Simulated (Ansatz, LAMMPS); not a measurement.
# Amorphous polythiophene (as short chains C30S7H20) at 400 K (114 atoms) under strain

Aim: relax amorphous polythiophene (as short chains C30S7H20) at 400 K (114 atoms), then change its volume and shape to read moduli from the stress.

Method: Kohn-Sham DFT, PBE+D3(BJ), PAW (set soft_2), plane waves, in Ansatz 0.2.0.

### Step 1. The starting structure

The cell holds 114 atoms: 60 C, 14 S and 40 H. Its edges and angles: a = 11.615 Å, b = 11.615 Å, c = 11.615 Å, α = 90.0°, β = 90.0°, γ = 90.0°. 2 polythiophene chains of 7 units with methyl end groups placed at random, at 1.28 g/cm³; overlaps pushed apart, then 20 ps at 800 K with MMFF94 bonds, angles, torsions, charges and radii (Halgren, J. Comput. Chem. 17, 490 (1996)) in harmonic and 12-6 forms. Snapshot after 30 ps at 400 K and fixed volume.

What the set-up can't give: The network of contacts between molecules at the start is that of the classical potential that made the cell, and needn't be the one that DFT or experiment would give. Sampling is at Γ alone.

### Step 2. Single point at the start

A single point comes first, to see the forces before anything moves.

Input file input.yaml:

```yaml
crystal:
  lattice:
    - [11.61522, 0.0, 0.0]
    - [0.0, 11.61522, 0.0]
    - [0.0, 0.0, 11.61522]
  atoms:
    - { symbol: C, position: [0.97325, 0.44883, 0.31515] }
    - { symbol: C, position: [0.94509, 0.45211, 0.19382] }
    - { symbol: C, position: [0.83488, 0.44208, 0.14573] }
    - { symbol: C, position: [0.83197, 0.46244, 0.02378] }
    - { symbol: C, position: [0.94154, 0.47974, 0.98718] }
    - { symbol: S, position: [0.04645, 0.44597, 0.08548] }
    - { symbol: C, position: [0.9661, 0.49522, 0.87054] }
    - { symbol: C, position: [0.90246, 0.44486, 0.78148] }
    - { symbol: C, position: [0.95722, 0.44328, 0.67252] }
    - { symbol: C, position: [0.06058, 0.49463, 0.67221] }
    - { symbol: S, position: [0.08241, 0.55692, 0.8088] }
    - { symbol: C, position: [0.1495, 0.50138, 0.5885] }
    - { symbol: C, position: [0.21776, 0.60009, 0.5563] }
    - { symbol: C, position: [0.29033, 0.57526, 0.46368] }
    - { symbol: C, position: [0.29334, 0.45446, 0.44757] }
    - { symbol: S, position: [0.1913, 0.38094, 0.52213] }
    - { symbol: C, position: [0.38251, 0.38906, 0.38952] }
    - { symbol: C, position: [0.37012, 0.35429, 0.27549] }
    - { symbol: C, position: [0.46528, 0.28304, 0.23538] }
    - { symbol: C, position: [0.5486, 0.28554, 0.32179] }
    - { symbol: S, position: [0.52044, 0.37528, 0.43103] }
    - { symbol: C, position: [0.65236, 0.22363, 0.32891] }
    - { symbol: C, position: [0.70462, 0.16874, 0.23863] }
    - { symbol: C, position: [0.80314, 0.10615, 0.27495] }
    - { symbol: C, position: [0.84106, 0.12614, 0.38537] }
    - { symbol: S, position: [0.74397, 0.21207, 0.44786] }
    - { symbol: C, position: [0.94403, 0.09426, 0.44566] }
    - { symbol: C, position: [0.96634, 0.11102, 0.56098] }
    - { symbol: C, position: [0.08969, 0.09247, 0.58074] }
    - { symbol: C, position: [0.13769, 0.02063, 0.49682] }
    - { symbol: S, position: [0.04817, 0.01047, 0.3811] }
    - { symbol: C, position: [0.25205, 0.97378, 0.49814] }
    - { symbol: C, position: [0.28936, 0.90774, 0.58523] }
    - { symbol: C, position: [0.40285, 0.86119, 0.5462] }
    - { symbol: C, position: [0.43686, 0.90573, 0.4412] }
    - { symbol: S, position: [0.32725, 0.98693, 0.37983] }
    - { symbol: C, position: [0.53916, 0.88213, 0.37234] }
    - { symbol: H, position: [0.99005, 0.35375, 0.33293] }
    - { symbol: H, position: [0.05008, 0.50073, 0.3445] }
    - { symbol: H, position: [0.89769, 0.47114, 0.3694] }
    - { symbol: H, position: [0.75706, 0.44723, 0.19996] }
    - { symbol: H, position: [0.75364, 0.46855, 0.97378] }
    - { symbol: H, position: [0.8231, 0.40116, 0.79967] }
    - { symbol: H, position: [0.91986, 0.40457, 0.59848] }
    - { symbol: H, position: [0.20612, 0.68766, 0.59492] }
    - { symbol: H, position: [0.34949, 0.63186, 0.40634] }
    - { symbol: H, position: [0.29968, 0.37403, 0.21964] }
    - { symbol: H, position: [0.46602, 0.23322, 0.15884] }
    - { symbol: H, position: [0.67447, 0.16886, 0.14707] }
    - { symbol: H, position: [0.85764, 0.04402, 0.22665] }
    - { symbol: H, position: [0.90407, 0.14394, 0.61914] }
    - { symbol: H, position: [0.12565, 0.09962, 0.66937] }
    - { symbol: H, position: [0.22793, 0.8811, 0.65215] }
    - { symbol: H, position: [0.44836, 0.79954, 0.60186] }
    - { symbol: H, position: [0.62431, 0.88248, 0.41314] }
    - { symbol: H, position: [0.52712, 0.79673, 0.34206] }
    - { symbol: H, position: [0.5325, 0.9425, 0.29446] }
    - { symbol: C, position: [0.20121, 0.27084, 0.8828] }
    - { symbol: C, position: [0.22165, 0.16823, 0.95247] }
    - { symbol: C, position: [0.18088, 0.13871, 0.06009] }
    - { symbol: C, position: [0.21882, 0.02651, 0.08845] }
    - { symbol: C, position: [0.27139, 0.9682, 0.99555] }
    - { symbol: S, position: [0.28385, 0.05845, 0.87571] }
    - { symbol: C, position: [0.3158, 0.85404, 0.99678] }
    - { symbol: C, position: [0.3429, 0.78299, 0.08926] }
    - { symbol: C, position: [0.37653, 0.66908, 0.05218] }
    - { symbol: C, position: [0.37992, 0.65538, 0.93533] }
    - { symbol: S, position: [0.34507, 0.78248, 0.86624] }
    - { symbol: C, position: [0.41592, 0.5523, 0.87854] }
    - { symbol: C, position: [0.3987, 0.52648, 0.76864] }
    - { symbol: C, position: [0.42978, 0.42078, 0.73188] }
    - { symbol: C, position: [0.48084, 0.3645, 0.8183] }
    - { symbol: S, position: [0.49391, 0.4415, 0.94448] }
    - { symbol: C, position: [0.52592, 0.24492, 0.80863] }
    - { symbol: C, position: [0.53062, 0.17553, 0.71894] }
    - { symbol: C, position: [0.60427, 0.07243, 0.73985] }
    - { symbol: C, position: [0.63835, 0.06253, 0.85165] }
    - { symbol: S, position: [0.5848, 0.18011, 0.92336] }
    [... 30 atom lines left out ...]
    - { symbol: H, position: [0.06866, 0.7485, 0.33576] }
    - { symbol: H, position: [0.00283, 0.77799, 0.51167] }
    - { symbol: H, position: [0.89109, 0.78124, 0.72722] }
    - { symbol: H, position: [0.75033, 0.65847, 0.81907] }
    - { symbol: H, position: [0.66307, 0.57348, 0.73436] }
    - { symbol: H, position: [0.61575, 0.7179, 0.75724] }
kpoints:
  mp_grid: { grid: [1, 1, 1] }
hamiltonian:
  xc: pbe
  dispersion: d3bj
scf:
  occupations: { method: fixed }
output:
  forces: true
```

Run with:

```console
ansatz run input.yaml --threads 4 --pin off --max-ram 8192MiB --backend cpu --events-out ev --progress --plain --runs-dir out
```

The log of the run:

```text
[...]
Pseudopotentials: kind: paw
Pseudopotential: C, paw, valence charge 4, recommended cutoff 420 eV (normal), C.paw.azcp
Pseudopotential: S, paw, valence charge 6, recommended cutoff 420 eV (normal), S.paw.azcp
Pseudopotential: H, paw, valence charge 1, recommended cutoff 420 eV (normal), H.paw.azcp
[... 5 lines on functional and potentials left out ...]
Crystal: 114 atoms, lattice volume = 1567.048 Å³
Basis set: ecut = 420 eV, 30647 PW (Γ), exchange–correlation on 160×160×160 points (8 copies of the dense FFT grid, shifted against one another)
Bands: 296, of which v1, the nominal top of the filled ones, is band 182 counted from 1 (181 counted from 0)
Symmetry: 1 space group operations
Space group: P1 (ITA 1), of the structure as read, at distance tolerance 1.2e-4 Å
k-points: 1
[... 7 lines on functional and potentials left out ...]
Initial density: superposition of atomic densities (neutral atoms: chi_scale 0, normalization atom), corrected by the library's trained network
Initial wavefunctions: pseudopotential atomic-orbital guess
[...]
SCF iter   1: F=—  HF=-28316.050304 eV  |F-HF|=—  |Δ(HF+E_count)|=         —  Δρ=7.21e-3  dr2=1.68e0  ethr=1.77e-3  ⟨swp⟩=5.0  Hψ=960  notcnv=0  defer=111
preconditioner: auto → Resta (q_TF=auto, 2.139 Å⁻¹)  ε∞=2.6  [insulator: Δε(μ)=1.827 eV  Ē_g=13.956 eV  n_scr=250 (ndim 8)  ℏωp=17.9 eV  f_vac=0.214  ε∞_Penn≈2.6]
SCF iter   2: F=—  HF=-28315.631699 eV  |F-HF|=—  |Δ(HF+E_count)|=   4.19e-1  Δρ=3.17e-3  dr2=1.43e-1  ethr=4.61e-4  ⟨swp⟩=2.0  Hψ=358  notcnv=0  defer=112
SCF iter   3: F=—  HF=-28315.630487 eV  |F-HF|=—  |Δ(HF+E_count)|=   1.21e-3  Δρ=1.34e-3  dr2=3.20e-2  ethr=3.93e-5  ⟨swp⟩=2.0  Hψ=329  notcnv=0  defer=51
automatic band count: iteration 3 solves 235 bands in place of 296: the levels show a gap, and the empty bands left out lie too high to hold charge; the band table lists the bands solved (type scf.n_extra_bands for more)
SCF iter   4: F=—  HF=-28315.636797 eV  |F-HF|=—  |Δ(HF+E_count)|=   6.31e-3  Δρ=5.40e-4  dr2=8.26e-3  ethr=8.80e-6  ⟨swp⟩=2.0  Hψ=332  notcnv=0  defer=51
SCF iter   5: F=—  HF=-28315.636427 eV  |F-HF|=—  |Δ(HF+E_count)|=   3.70e-4  Δρ=1.84e-4  dr2=8.32e-4  ethr=2.27e-6  ⟨swp⟩=2.0  Hψ=358  notcnv=0  defer=51
[...]
SCF iter   9: F=—  HF=-28315.636511 eV  |F-HF|=—  |Δ(HF+E_count)|=   5.59e-7  Δρ=4.09e-6  dr2=3.95e-7  ethr=4.81e-10  ⟨swp⟩=2.0  Hψ=357  notcnv=0  defer=46
SCF iter  10: F=-28315.636512 eV  HF=-28315.636512 eV  |F-HF|=1.96e-10  |Δ(HF+E_count)|=   1.03e-7  Δρ=1.27e-6  dr2=4.01e-8  ethr=2.75e-11  ⟨swp⟩=4.0  Hψ=743  notcnv=0
SCF 1 converged in 10 iterations: F = -28315.636512 eV  dr2 = 4.01e-8
[...]
SCF converged after 10 iterations
Free energy (F): -28315.636512 eV
Harris-Foulkes:  -28315.636512 eV  (|F-HF|=1.96e-10)
Internal energy: -28315.636512 eV  (E = F + TS)
E sigma→0 (E₀):  -28315.636512 eV
Fermi energy:    1.513402 eV
--- Per-component energies (eV) ---
[...]
Σ components = -28315.636512   (vs F -28315.636512, Δ=0.00e0)
--- Forces (eV/Å), atoms counted from 1 ---
  atom   1  C      0.68998876    -1.39733319     1.71737014
  atom   2  C     -1.52338701    -0.67622474    -0.95183284
  atom   3  C     -0.15385838     1.26483839     0.42512837
  atom   4  C     -0.28777516    -0.25985180     2.49753404
[...]
atom 114  H     -0.35023341     0.09684057     0.12192526
  max |Σ_I F_I| component: 1.13e-4 eV/Å
```

Wall time 11 s (4 threads of Intel Xeon Platinum 8223CL at 3.00GHz (Skylake/Cascade Lake), shared host); peak memory 1.6 GiB; 31 s of CPU time.

In the SCF lines HF is the Harris–Foulkes energy and dr2 the Hartree energy of the density residual, in eV; the loop may stop once dr2 is under the threshold and the program's other checks hold. Hψ counts applications of the Hamiltonian.

The r.m.s. force at the start is 1.1 eV/Å.

### Step 3. Cell and atoms relaxed

Cell and atoms are freed together, to release stress as well as forces.

Input file input.yaml:

```yaml
crystal:
  lattice:
    - [11.61522, 0.0, 0.0]
    - [0.0, 11.61522, 0.0]
    - [0.0, 0.0, 11.61522]
  atoms:
    [... the 114 atom lines of step 2 ...]
kpoints:
  mp_grid: { grid: [1, 1, 1] }
hamiltonian:
  xc: pbe
  dispersion: d3bj
scf:
  occupations: { method: fixed }
output:
  forces: true
relax:
  f_tol: 0.05
  max_steps: 150
  cell: {}
```

The log of the run:

```text
[...]
Crystal: 114 atoms, lattice volume = 1567.048 Å³
Basis set: ecut = 420 eV, 30647 PW (Γ), exchange–correlation on 160×160×160 points (8 copies of the dense FFT grid, shifted against one another)
Bands: 296, of which v1, the nominal top of the filled ones, is band 182 counted from 1 (181 counted from 0)
Symmetry: 1 space group operations
[...]
k-points: 1
[...]
SCF iter   1: F=—  HF=-28316.050304 eV  |F-HF|=—  |Δ(HF+E_count)|=         —  Δρ=7.21e-3  dr2=1.68e0  ethr=1.77e-3  ⟨swp⟩=5.0  Hψ=960  notcnv=0  defer=111
[...]
SCF iter   5: F=—  HF=-28315.636418 eV  |F-HF|=—  |Δ(HF+E_count)|=   3.91e-4  Δρ=1.84e-4  dr2=8.32e-4  ethr=2.27e-6  ⟨swp⟩=2.0  Hψ=358  notcnv=0  defer=51
[...]
SCF iter   9: F=—  HF=-28315.636511 eV  |F-HF|=—  |Δ(HF+E_count)|=   5.59e-7  Δρ=4.09e-6  dr2=3.95e-7  ethr=4.81e-10  ⟨swp⟩=2.0  Hψ=357  notcnv=0  defer=46
SCF iter  10: F=-28315.636512 eV  HF=-28315.636512 eV  |F-HF|=2.69e-10  |Δ(HF+E_count)|=   1.03e-7  Δρ=1.27e-6  dr2=4.00e-8  ethr=2.75e-11  ⟨swp⟩=4.0  Hψ=743  notcnv=0
SCF 1 converged in 10 iterations: F = -28315.636512 eV  dr2 = 4.00e-8
[...]
relax step   1: F+E_penalty+E_count = -28315.63651159 eV  Δ(F+E_penalty+E_count) = +0.000e0 eV  max|allowed force component| = 3.898e0 eV/Å  Δτ_max = 0.0000 Å  P = +2.373 GPa  Ω = 1567.048 Å³  (10 SCF iters, dr2 threshold 1.00e-7 eV, accepted)
[... from here on, the SCF cycles and remarks between the steps are left out ...]
relax step   2: F+E_penalty+E_count = -28320.60058023 eV  Δ(F+E_penalty+E_count) = -4.964e0 eV  max|allowed force component| = 2.165e0 eV/Å  Δτ_max = 0.1949 Å  P = +0.287 GPa  Ω = 1589.084 Å³  energy of the carried Pulay correction = -3.420e-2 eV  (8 SCF iters, dr2 threshold 1.14e-5 eV, accepted)
relax step   3: F+E_penalty+E_count = -28322.23057746 eV  Δ(F+E_penalty+E_count) = -1.630e0 eV  max|allowed force component| = 7.482e-1 eV/Å  Δτ_max = 0.1939 Å  P = -0.683 GPa  Ω = 1569.441 Å³  energy of the carried Pulay correction = -3.738e-3 eV  (8 SCF iters, dr2 threshold 1.14e-5 eV, accepted)
relax step   4: F+E_penalty+E_count = -28322.77876013 eV  Δ(F+E_penalty+E_count) = -5.482e-1 eV  max|allowed force component| = 3.553e-1 eV/Å  Δτ_max = 0.2000 Å  P = -0.090 GPa  Ω = 1478.617 Å³  energy of the carried Pulay correction = +1.422e-1 eV  (8 SCF iters, dr2 threshold 1.14e-5 eV, accepted)
relax step   5: F+E_penalty+E_count = -28323.03849707 eV  Δ(F+E_penalty+E_count) = -2.597e-1 eV  max|allowed force component| = 2.279e-1 eV/Å  Δτ_max = 0.1949 Å  P = -0.036 GPa  Ω = 1441.732 Å³  energy of the carried Pulay correction = +2.040e-1 eV  (8 SCF iters, dr2 threshold 7.89e-6 eV, accepted)
relax step   6: F+E_penalty+E_count = -28323.11876301 eV  Δ(F+E_penalty+E_count) = -8.027e-2 eV  max|allowed force component| = 1.975e-1 eV/Å  Δτ_max = 0.1328 Å  P = -0.134 GPa  Ω = 1447.103 Å³  energy of the carried Pulay correction = +1.949e-1 eV  (8 SCF iters, dr2 threshold 3.25e-6 eV, accepted)
relax step   7: F+E_penalty+E_count = -28323.16577618 eV  Δ(F+E_penalty+E_count) = -4.701e-2 eV  max|allowed force component| = 1.406e-1 eV/Å  Δτ_max = 0.1336 Å  P = -0.147 GPa  Ω = 1444.247 Å³  energy of the carried Pulay correction = +1.998e-1 eV  (8 SCF iters, dr2 threshold 2.44e-6 eV, accepted)
relax step   8: F+E_penalty+E_count = -28323.19569565 eV  Δ(F+E_penalty+E_count) = -2.992e-2 eV  max|allowed force component| = 1.384e-1 eV/Å  Δτ_max = 0.1227 Å  P = -0.092 GPa  Ω = 1440.876 Å³  energy of the carried Pulay correction = +2.055e-1 eV  (8 SCF iters, dr2 threshold 1.24e-6 eV, accepted)
relax step   9: F+E_penalty+E_count = -28323.21349157 eV  Δ(F+E_penalty+E_count) = -1.780e-2 eV  max|allowed force component| = 1.258e-1 eV/Å  Δτ_max = 0.1071 Å  P = +0.035 GPa  Ω = 1440.936 Å³  energy of the carried Pulay correction = +2.054e-1 eV  (8 SCF iters, dr2 threshold 1.20e-6 eV, accepted)
relax step  10: F+E_penalty+E_count = -28323.22931369 eV  Δ(F+E_penalty+E_count) = -1.582e-2 eV  max|allowed force component| = 1.646e-1 eV/Å  Δτ_max = 0.1652 Å  P = -0.198 GPa  Ω = 1435.890 Å³  energy of the carried Pulay correction = +2.140e-1 eV  (8 SCF iters, dr2 threshold 9.89e-7 eV, accepted)
relax step  11: F+E_penalty+E_count = -28323.23950527 eV  Δ(F+E_penalty+E_count) = -1.019e-2 eV  max|allowed force component| = 1.246e-1 eV/Å  Δτ_max = 0.0660 Å  P = +0.110 GPa  Ω = 1436.758 Å³  energy of the carried Pulay correction = +2.125e-1 eV  (7 SCF iters, dr2 threshold 1.69e-6 eV, accepted)
relax step  12: F+E_penalty+E_count = -28323.24439748 eV  Δ(F+E_penalty+E_count) = -4.892e-3 eV  max|allowed force component| = 6.832e-2 eV/Å  Δτ_max = 0.0690 Å  P = +0.046 GPa  Ω = 1438.022 Å³  energy of the carried Pulay correction = +2.103e-1 eV  (7 SCF iters, dr2 threshold 9.70e-7 eV, accepted)
relax step  13: F+E_penalty+E_count = -28323.24689129 eV  Δ(F+E_penalty+E_count) = -2.494e-3 eV  max|allowed force component| = 9.828e-2 eV/Å  Δτ_max = 0.0865 Å  P = -0.063 GPa  Ω = 1440.505 Å³  energy of the carried Pulay correction = +2.061e-1 eV  (8 SCF iters, dr2 threshold 2.92e-7 eV, accepted)
relax step  14: F+E_penalty+E_count = -28323.24805066 eV  Δ(F+E_penalty+E_count) = -1.159e-3 eV  max|allowed force component| = 5.784e-2 eV/Å  Δτ_max = 0.0588 Å  P = -0.064 GPa  Ω = 1442.340 Å³  energy of the carried Pulay correction = +2.030e-1 eV  (7 SCF iters, dr2 threshold 6.04e-7 eV, accepted)
relax step  15: F+E_penalty+E_count = -28323.24946872 eV  Δ(F+E_penalty+E_count) = -1.418e-3 eV  max|allowed force component| = 2.756e-2 eV/Å  Δτ_max = 0.0541 Å  P = -0.017 GPa  Ω = 1442.855 Å³  energy of the carried Pulay correction = +2.021e-1 eV  (8 SCF iters, dr2 threshold 2.09e-7 eV, accepted)
relax step  16: F+E_penalty+E_count = -28323.25053549 eV  Δ(F+E_penalty+E_count) = -1.067e-3 eV  max|allowed force component| = 7.060e-2 eV/Å  Δτ_max = 0.0673 Å  P = -0.034 GPa  Ω = 1442.995 Å³  energy of the carried Pulay correction = +2.019e-1 eV  (10 SCF iters, accepted)
relax step  17: F+E_penalty+E_count = -28323.25289477 eV  Δ(F+E_penalty+E_count) = -2.359e-3 eV  max|allowed force component| = 1.963e-2 eV/Å  Δτ_max = 0.0216 Å  P = +0.009 GPa  Ω = 1442.245 Å³  energy of the carried Pulay correction = +2.032e-1 eV  (6 SCF iters, dr2 threshold 3.11e-7 eV, accepted)
relax step  18: F+E_penalty+E_count = -28323.25400001 eV  Δ(F+E_penalty+E_count) = -1.105e-3 eV  max|allowed force component| = 5.752e-2 eV/Å  Δτ_max = 0.0587 Å  P = -0.005 GPa  Ω = 1442.152 Å³  energy of the carried Pulay correction = +2.033e-1 eV  (10 SCF iters, accepted)
relax step  19: F+E_penalty+E_count = -28323.25465841 eV  Δ(F+E_penalty+E_count) = -6.584e-4 eV  max|allowed force component| = 1.977e-2 eV/Å  Δτ_max = 0.0186 Å  P = +0.003 GPa  Ω = 1442.273 Å³  energy of the carried Pulay correction = +2.031e-1 eV  (6 SCF iters, dr2 threshold 2.07e-7 eV, accepted)
relax step  20: F+E_penalty+E_count = -28323.25436840 eV  Δ(F+E_penalty+E_count) = +2.900e-4 eV  max|allowed force component| = 5.059e-2 eV/Å  Δτ_max = 0.0561 Å  P = -0.002 GPa  Ω = 1442.887 Å³  energy of the carried Pulay correction = +2.021e-1 eV  (10 SCF iters, accepted)
relax step  21: F+E_penalty+E_count = -28323.25376825 eV  Δ(F+E_penalty+E_count) = +6.002e-4 eV  max|allowed force component| = 3.429e-2 eV/Å  Δτ_max = 0.0199 Å  P = +0.006 GPa  Ω = 1443.525 Å³  energy of the carried Pulay correction = +2.010e-1 eV  (7 SCF iters, dr2 threshold 1.60e-7 eV, accepted)
relax step  22: F+E_penalty+E_count = -28323.19338049 eV  Δ(F+E_penalty+E_count) = +6.039e-2 eV  max|allowed force component| = 3.835e-2 eV/Å  Δτ_max = 0.0000 Å  P = -0.061 GPa  Ω = 1443.525 Å³  stress off target by 1.88e-1 GPa  SCF on the basis re-selected at this cell (its energy is not comparable with the rows above)  (6 SCF iters)
relax step  23: F+E_penalty+E_count = -28323.22802567 eV  Δ(F+E_penalty+E_count) = -3.465e-2 eV  max|allowed force component| = 1.101e-1 eV/Å  Δτ_max = 0.0903 Å  P = -0.053 GPa  Ω = 1431.207 Å³  energy of the carried Pulay correction = +2.211e-2 eV  (8 SCF iters, dr2 threshold 8.82e-8 eV, accepted)
relax step  24: F+E_penalty+E_count = -28323.26188743 eV  Δ(F+E_penalty+E_count) = -3.386e-2 eV  max|allowed force component| = 1.591e-1 eV/Å  Δτ_max = 0.1542 Å  P = +0.104 GPa  Ω = 1410.862 Å³  energy of the carried Pulay correction = +5.812e-2 eV  (8 SCF iters, dr2 threshold 7.57e-7 eV, rejected (line search))
relax step  25: F+E_penalty+E_count = -28323.25133494 eV  Δ(F+E_penalty+E_count) = -2.331e-2 eV  max|allowed force component| = 5.419e-2 eV/Å  Δτ_max = 0.0763 Å  P = +0.022 GPa  Ω = 1422.163 Å³  energy of the carried Pulay correction = +3.847e-2 eV  (11 SCF iters, accepted)
relax step  26: F+E_penalty+E_count = -28323.25936227 eV  Δ(F+E_penalty+E_count) = -8.027e-3 eV  max|allowed force component| = 4.760e-2 eV/Å  Δτ_max = 0.0763 Å  P = +0.006 GPa  Ω = 1419.848 Å³  energy of the carried Pulay correction = +4.321e-2 eV  (8 SCF iters, dr2 threshold 1.84e-7 eV, accepted)
relax step  27: F+E_penalty+E_count = -28323.22477673 eV  Δ(F+E_penalty+E_count) = +3.459e-2 eV  max|allowed force component| = 4.752e-2 eV/Å  Δτ_max = 0.0000 Å  P = -0.020 GPa  Ω = 1419.848 Å³  stress off target by 4.94e-2 GPa  SCF on the basis re-selected at this cell (its energy is not comparable with the rows above)  (6 SCF iters)
[...]
SCF converged after 6 iterations
Free energy (F): -28323.224777 eV
[...]
Internal energy: -28323.224777 eV  (E = F + TS)
E sigma→0 (E₀):  -28323.224777 eV
Fermi energy:    2.158309 eV
[...]
Σ components = -28323.224777   (vs F -28323.224777, Δ=0.00e0)
--- Forces (eV/Å), atoms counted from 1 ---
  atom   1  C     -0.00626898    -0.00190024    -0.00622537
  atom   2  C      0.00371354     0.01301753    -0.00131104
  atom   3  C     -0.00158035    -0.00257061    -0.00919116
  atom   4  C      0.00289034    -0.00708607     0.01153947
[...]
atom 114  H      0.00667469    -0.00403400     0.00266607
  max |Σ_I F_I| component: 4.67e-6 eV/Å
--- Stress (GPa, compression-positive) ---
       -0.031956      -0.021715      -0.003198
       -0.021715      -0.020350      -0.004908
       -0.003198      -0.004908      -0.007528
  P = ⅓ Tr σ = -0.0199 GPa (-0.199 kbar)
--- Relaxed structure (25 steps of the walk, 24 accepted, 2 SCFs on fresh bases) ---
  F+E_penalty+E_count = -28323.22477673 eV   max|allowed force component| = 4.752e-2 eV/Å   (the final SCF, on the basis selected at the relaxed cell)
  cell:  # Å, volume = 1419.8478 Å³
    - [11.114234, -0.988531, 0.072677]
    - [-0.988531, 10.993565, -0.071965]
    - [0.072677, -0.071965, 11.715024]
  atoms:
    - { symbol: C, position: [0.956213, 0.462194, 0.310844] }
    - { symbol: C, position: [0.919041, 0.473938, 0.190417] }
    - { symbol: C, position: [0.808177, 0.490123, 0.148783] }
    - { symbol: C, position: [0.803821, 0.491846, 0.027932] }
[...]
- { symbol: H, position: [0.624109, 0.704742, 0.754533] }
```

Wall time 3.3 min (4 threads); peak memory 1.6 GiB; 12 min of CPU time.

The relaxation converged after 25 steps, with a largest force component of 0.048 eV/Å.

(Part 1 of 3 ends here.)

[Long decimals in the printed logs are rounded to 6 places.]

[Logs are printed without paths, hosts, clocks, repeated set-up lines and the standing remarks that a program may print on its own settings, such as how far it seeks lower states.]

[Hosts, paths, dates, database ids (printed as entryN), source tags and the programs' standing remarks are cut or masked in the printed files.]

[The MMFF94 radii named for the starting cell were scaled by 0.96; in molecules described by MMFF94, hydrogen bound to N, O or S took a small fixed 12-6 site in their place.]
